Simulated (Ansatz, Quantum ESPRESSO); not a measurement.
**HfO2 (fluorite): bulk modulus from a few volumes**

How stiff is fluorite HfO2 under hydrostatic load? Each row scales the relaxed cell evenly and relaxes the atoms. The symmetry of the cell is held, so distortions that would lower it, which this phase may prefer, aren't tested. The phase is followed to these pressures whether or not it stays the stable one.

Calculated with Quantum ESPRESSO 7.5, PBEsol, PseudoDojo 0.4.1 norm-conserving potentials, cutoff 1170 eV, Fermi–Dirac smearing 0.02 eV, k-mesh 10×10×10, no spin polarisation, no spin-orbit coupling.

Reference cell, relaxed at zero pressure with PBEsol (Fm-3m): a = 3.5509 Å, b = 3.5509 Å, c = 3.5509 Å, α = 60.00°, β = 60.00°, γ = 60.00°.

```
atom       x       y       z
  Hf  0.0000  0.0000  0.0000
   O  0.2500  0.2500  0.2500
   O  0.7500  0.7500  0.7500
```

| V (Å³/atom) | V/V0 | P (GPa) | E − E0 (meV/atom) |
| --- | --- | --- | --- |
| 9.9196 | 0.9400 | 18.907 | 35.5 |
| 10.1307 | 0.9600 | 11.932 | 15.2 |
| 10.7639 | 1.0200 | −5.106 | 3.4 |
| 10.9749 | 1.0400 | −9.694 | 13.2 |
| 11.1860 | 1.0600 | −13.831 | 28.7 |

V0 = 10.5528 Å³ an atom, where the residual pressure P0 is −0.018 GPa. **Question.** Fit the Birch–Murnaghan law and give the pressure and the energy at V = 10.3417 Å³ an atom, a row left out above.

With the Eulerian strain f = ½[(V0/V)^(2/3) − 1] and F = (P − P0)/[3f(1 + 2f)^(5/2)], the third-order law is the line F = B0 + (3/2) B0 (B′ − 4) f.

```csv
f,F (GPa)
0.02106,270.22
0.01379,269.78
−0.00656,267.26
−0.01290,266.84
−0.01905,266.33
```

A straight line through the 5 rows: the means are −0.000732 for f and 268.09 for F, Σ(Δx)² = 0.001203 and ΣΔxΔy = 0.1232, so the slope is 0.1232/0.001203 = 102.42 and the intercept 268.09 − (102.42)(−0.000732) = 268.16.

Hence B0 = 268.2 GPa and B′ = 4 + (102.4)/(1.5 × 268.2) = 4.25. For the withheld volume f = 0.00678, F = 268.86 GPa and P = 5.64 GPa. The run itself gives 5.65 GPa, so the estimate misses by 0.01 GPa, a rounding's worth.

Integrating the same law gives E − E0 = (9/2) B0 V0 f²[1 + (B′ − 4) f] + P0(V0 − V), with 1 GPa Å³ = 6.2415 meV: 3.6 meV an atom. The run itself gives 3.7 meV, so the estimate misses by 0.1 meV, a rounding's worth.

The same fit over all rows at other levels or in other programs gives B0 = 271 GPa with r2SCAN (Ansatz), 271 GPa with PBEsol (Quantum ESPRESSO, GBRV) and 289 GPa with LDA (Quantum ESPRESSO, GBRV).

[Logs are printed without paths, hosts, clocks, repeated set-up lines and the standing remarks that a program may print on its own settings, such as how far it seeks lower states.]
